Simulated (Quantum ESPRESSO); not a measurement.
# O K ELNES/XANES of Sc2CO (R-3m) from DFT, part 2 of 3

What does one-electron theory with a core hole give for the O K edge of Sc2CO (R-3m)?

Quantum ESPRESSO 7.5; X-ray absorption near-edge structure, plane-wave PAW PBEsol, one-electron final states by a Lanczos continued fraction.

So far. Step 2 (Ground state of the crystal): The mesh shows no gap, so the system is treated as a metal and the core electron is put at the Fermi level (neutral cell). Step 3 (Spectrum without a core hole, O atom 3): Main maxima below 24 eV (height): 4.3 eV (2.30), 7.0 eV (1.66), 10.6 eV (1.53), 12.7 eV (1.58) and 17.2 eV (0.66). A K edge sees empty p states; the first features are O p mixed into the empty d states of the Sc neighbours, and the broad ones above probably into the cations' higher empty bands.

**6. The atom with a core hole**

Level of this step: all-electron atom with a core hole and its PAW potential, PBEsol, scalar-relativistic (Quantum ESPRESSO).

The frozen core must hold the hole, so the absorber gets a data set of its own.

Contents of O.pbesol-n-kjpaw-1sch.ld1.in:

```
&input
   title='O', zed=8., rel=1, iswitch=3, dft='PBESOL',
   config='1s1 2s2 2p5'
/
&inputp
   file_pseudopw='O.pbesol-n-kjpaw-1sch.UPF', author='',
   lpaw=.true.,
   pseudotype=3,
   lloc=-1,
   rcloc=1.1,
   which_augfun='PSQ',
   rmatch_augfun_nc=.true.,
   nlcc=.true.,
   new_core_ps=.true.,
   rcore=0.7,
   tm=.true.,
   zval=7,
   lgipaw_reconstruction=.true., use_paw_as_gipaw=.true.
/
4
2S  1  0  2.00  0.00  1.00  1.30  0.0
2S  1  0  0.00  1.00  1.00  1.30  0.0
2P  2  1  5.00  0.00  0.90  1.35  0.0
2P  2  1  0.00  0.05  0.90  1.35  0.0
```

Launch:

```sh
> ld1.x < O.pbesol-n-kjpaw-1sch.ld1.in > O.pbesol-n-kjpaw-1sch.ld1.out
```

Log:

```text
     [... banner and references ...]
PAW data will be used for GIPAW calculation
     --------------------------- All-electron run ----------------------------

     O
     scalar relativistic calculation

     atomic number is  8.00
     dft =PBESOL   lsd =0 sic =0 latt =0  beta=0.20 tr2=1.0E-14
     Exchange-correlation= PBESOL
                           (   1   4  10   8   0   0   0)
     mesh =1095 r(mesh) =  99.04343 a.u. xmin = -7.00 dx = 0.01250
     1 Ry =  13.60569312 eV, c = 137.03599908

     n l     nl                  e(Ry)          e(Ha)          e(eV)
     1 0     1S 1( 1.00)       -42.0918       -21.0459      -572.6886
     2 0     2S 1( 2.00)        -1.9341        -0.9671       -26.3152
     2 1     2P 1( 5.00)        -0.8492        -0.4246       -11.5534

     final scf error:  7.9E-15 reached in  21 iterations

     Etot =    -110.333738 Ry,     -55.166869 Ha,   -1501.166979 eV

     Ekin =     109.962805 Ry,      54.981402 Ha,    1496.120178 eV
     Encl =    -271.267939 Ry,    -135.633970 Ha,   -3690.788338 eV
     Eh   =      64.057535 Ry,      32.028767 Ha,     871.547163 eV
     Exc  =     -13.086138 Ry,      -6.543069 Ha,    -178.045982 eV

     normalization and overlap integrals

     s(1S/1S) =  1.000000  <r> =   0.1927  <r2> =    0.0500  r(max) =   0.1266
     s(1S/2S) = -0.000242
     s(2S/2S) =  1.000000  <r> =   1.0681  <r2> =    1.3914  r(max) =   0.8151
     s(2P/2P) =  1.000000  <r> =   1.0976  <r2> =    1.6046  r(max) =   0.7104

     ------------------------ End of All-electron run ------------------------

     --------------------- Generating PAW atomic setup --------------------

      Generating local potential from pseudized AE potential:
      Matching radius rcloc =   1.1000

[...]
(   1   4  10   8   0   0   0)
     mesh =1095 r(mesh) =  99.04343 a.u. xmin = -7.00 dx = 0.01250
     1 Ry =  13.60569312 eV, c = 137.03599908

     n l     nl                  e(Ry)          e(Ha)          e(eV)
[...]
final scf error:  7.9E-15 reached in  21 iterations

     Etot =    -110.333738 Ry,     -55.166869 Ha,   -1501.166979 eV

     Ekin =     109.962805 Ry,      54.981402 Ha,    1496.120178 eV
     Encl =    -271.267939 Ry,    -135.633970 Ha,   -3690.788338 eV
     Eh   =      64.057535 Ry,      32.028767 Ha,     871.547163 eV
     Exc  =     -13.086138 Ry,      -6.543069 Ha,    -178.045982 eV

     normalization and overlap integrals

     s(1S/1S) =  1.000000  <r> =   0.1927  <r2> =    0.0500  r(max) =   0.1266
     s(1S/2S) = -0.000242
     s(2S/2S) =  1.000000  <r> =   1.0681  <r2> =    1.3914  r(max) =   0.8151
     s(2P/2P) =  1.000000  <r> =   1.0976  <r2> =    1.6046  r(max) =   0.7104

     ------------------------ End of All-electron run ------------------------

     ---------------------- Testing the pseudopotential ----------------------

     O
     scalar relativistic calculation

     atomic number is  8.00   valence charge is  7.00
     dft = SLA  PW   PSX  PSC   lsd =0 sic =0 latt =0  beta=0.20 tr2=1.0E-14
     mesh =1095 r(mesh) =  99.04343 xmin = -7.00 dx = 0.01250

     n l     nl             e AE (Ry)        e PS (Ry)    De AE-PS (Ry)
     1 0     2S   1( 2.00)       -1.93413       -1.93414        0.00000
     2 1     2P   1( 5.00)       -0.84916       -0.84916        0.00001

     eps = 4.7E-15  iter =  4

     Etot =    -110.333738 Ry,     -55.166869 Ha,   -1501.166979 eV
     Etotps =   -51.199817 Ry,     -25.599909 Ha,    -696.609003 eV

     Ekin =      48.281940 Ry,      24.140970 Ha,     656.909257 eV
     Encl =    -128.188770 Ry,     -64.094385 Ha,   -1744.097060 eV
     Ehrt =      41.793146 Ry,      20.896573 Ha,     568.624721 eV
     Ecxc =     -13.086134 Ry,      -6.543067 Ha,    -178.045921 eV
     (Ecc =      -0.074215 Ry,      -0.037107 Ha,      -1.009745 eV)

     ---------------------- End of pseudopotential test ----------------------
```

Wall time 0.62 s (1 MPI rank of Arm Neoverse V1, shared host); peak memory 0.16 GiB.

Removing the core electron and adding it to the valence shell costs the free atom 532.9 eV.

**7. Supercell with XCH, O atom 3**

The holes are 5.6 Å apart. The excited electron is kept in the cell, where it fills the lowest empty states and screens the hole.

Contents of scf.in:

```
&control
   calculation='scf', prefix='x', pseudo_dir='../pp', outdir='tmp', tprnfor=.true.
/
&system
   ibrav=0, nat=12, ntyp=4, nbnd=60
   ecutwfc=50, ecutrho=450
   occupations='smearing', smearing='mv', degauss=0.015
/
&electrons
   conv_thr=1.2e-07, electron_maxstep=120
   mixing_beta=0.5
/
ATOMIC_SPECIES
Sc 1.0 Sc.pbesol-spn-kjpaw.UPF
O0 1.0 O.pbesol-n-kjpaw-1sch.UPF
O 1.0 O.pbesol-n-kjpaw.UPF
C 1.0 C.pbesol-n-kjpaw.UPF
CELL_PARAMETERS angstrom
  0.00000000 -1.87221894 5.29006396
  0.00000000 5.61665682 0.00000000
  -4.86416749 2.80832841 0.00000000
ATOMIC_POSITIONS crystal
Sc   0.26075788 0.75358596 0.00000000
Sc   0.26075788 0.08691929 0.33333333
Sc   0.26075788 0.42025263 0.66666667
Sc   0.73924212 0.24641404 0.00000000
Sc   0.73924212 0.57974737 0.33333333
Sc   0.73924212 0.91308071 0.66666667
O0   0.00000000 0.00000000 0.00000000
O    0.00000000 0.33333333 0.33333333
O    0.00000000 0.66666667 0.66666667
C    0.50000000 0.50000000 0.00000000
C    0.50000000 0.83333333 0.33333333
C    0.50000000 0.16666667 0.66666667
K_POINTS automatic
5 6 6 0 0 0
```

Launch:

```sh
> OMP_NUM_THREADS=1 mpirun --oversubscribe --bind-to none -np 4 pw.x -nk 4 -in scf.in > scf.out
```

Log:

```text
     [... banner and references ...]
[banner, memory and clock lines left out]
using ibrav=0 with symmetry is DISCOURAGED, use correct ibrav instead

     G-vector sticks info

     bravais-lattice index     =            0
     lattice parameter (alat)  =      10.6044  a.u.
     unit-cell volume          =     975.3128 (a.u.)^3
     number of atoms/cell      =           12
     number of atomic types    =            4
     number of electrons       =        97.00
     number of Kohn-Sham states=           60
     kinetic-energy cutoff     =      50.0000  Ry
     charge density cutoff     =     450.0000  Ry
     scf convergence threshold =      1.2E-07
     mixing beta               =       0.5000
     number of iterations used =            8  plain     mixing
     Exchange-correlation= SLA  PW   PSX  PSC
                           (   1   4  10   8   0   0   0)

     celldm(1)=  10.604375  celldm(2)=   0.000000  celldm(3)=   0.000000
     celldm(4)=   0.000000  celldm(5)=   0.000000  celldm(6)=   0.000000

     crystal axes: (cart. coord. in units of alat)
               a(1) = (   0.000000  -0.333634   0.942703 )
               a(2) = (   0.000000   1.000902   0.000000 )
               a(3) = (  -0.866807   0.500451   0.000000 )

     reciprocal axes: (cart. coord. in units 2 pi/alat)
               b(1) = (  0.000000 -0.000000  1.060780 )
               b(2) = (  0.576830  0.999098  0.353593 )
               b(3) = ( -1.153660  0.000000  0.000000 )

     PseudoPot. #1 for Sc:     Pseudo is Projector augmented-wave + core cor, Zval = 11.0

     ../pp/O.pbesol-n-kjpaw-1sch.UPF
     Pseudo is Projector augmented-wave + core cor, Zval =  7.0
[...]
End of self-consistent calculation

          k = 0.0000 0.0000 0.0000 (  5833 PWs)   bands (ev):

   -36.0847 -36.0051 -35.9916 -35.9912 -35.9763 -35.9741 -15.3574 -15.0798
   -15.0509 -14.9789 -14.9683 -14.9540 -14.9163 -14.8809 -14.8393 -14.7780
   -14.7352 -14.7233 -14.6978 -14.6257 -14.6208 -14.6048 -14.5768 -14.5754
   -11.1083  -6.3406  -6.1333   2.9825   3.0120   3.0232   3.0757   4.0970
     4.1080   6.8098   6.9328   6.9424   7.6733   7.6766   7.6792  10.1057
    10.1212  10.1385  10.2764  10.8581  10.9095  10.9527  12.1125  12.1401
    14.1902  14.2279  14.2323  14.2481  14.5974  14.9850  15.1390  15.4547
    15.4846  15.4965  15.5073  15.5285

     [... bands of 54 further k-points ...]

     the Fermi energy is    12.9512 ev

!    total energy              =   -1120.16898493 Ry
     total all-electron energy =     -9799.506557 Ry
     estimated scf accuracy    <       0.00000001 Ry
     smearing contrib. (-TS)   =      -0.00103680 Ry
     internal energy E=F+TS    =   -1120.16794814 Ry

     The total energy is F=E-TS. E is the sum of the following terms:
     one-electron contribution =    -158.75025998 Ry
     hartree contribution      =     130.84687776 Ry
     xc contribution           =    -142.34603016 Ry
     ewald contribution        =    -558.26210804 Ry
     one-center paw contrib.   =    -391.65642771 Ry

     convergence has been achieved in  15 iterations

     Forces acting on atoms (cartesian axes, Ry/au):

     atom    1 type  1   force =     0.00000000   -0.04694750    0.03595053
     atom    2 type  1   force =    -0.04080380    0.02334958    0.03350787
     atom    3 type  1   force =     0.04080380    0.02334958    0.03350787
[...]
atom   11 type  4   force =     0.00084774    0.00000000    0.00000000
     atom   12 type  4   force =    -0.00084774    0.00000000    0.00000000

     Total force =     0.142576     Total SCF correction =     0.000528

     XML data file, charge density, pseudopotentials, collected wavefunctions
```

Elapsed: 3.6 min, on 4 MPI ranks; peak memory 0.37 GiB.

Energy with the hole: -133329.079 eV, cores included.

[end of part 2 of 3]

[Banner, clock and machine lines of the logs are left out without a mark of their own.]

[Logs are printed without paths, hosts, clocks, repeated set-up lines and the standing remarks that a program may print on its own settings, such as how far it seeks lower states.]

[Hosts, paths, dates, database ids (printed as entryN), source tags and the programs' standing remarks are cut or masked in the printed files.]

[Lists of maxima count a maximum above −3 eV only where it reaches 4 % of the highest in the window and stands out from its surroundings by 2 % of it (1.5 % where it reaches 55 %); shoulders and weaker maxima are passed over, and of the rest the first, up to two pre-edge ones and the few strongest are named.]
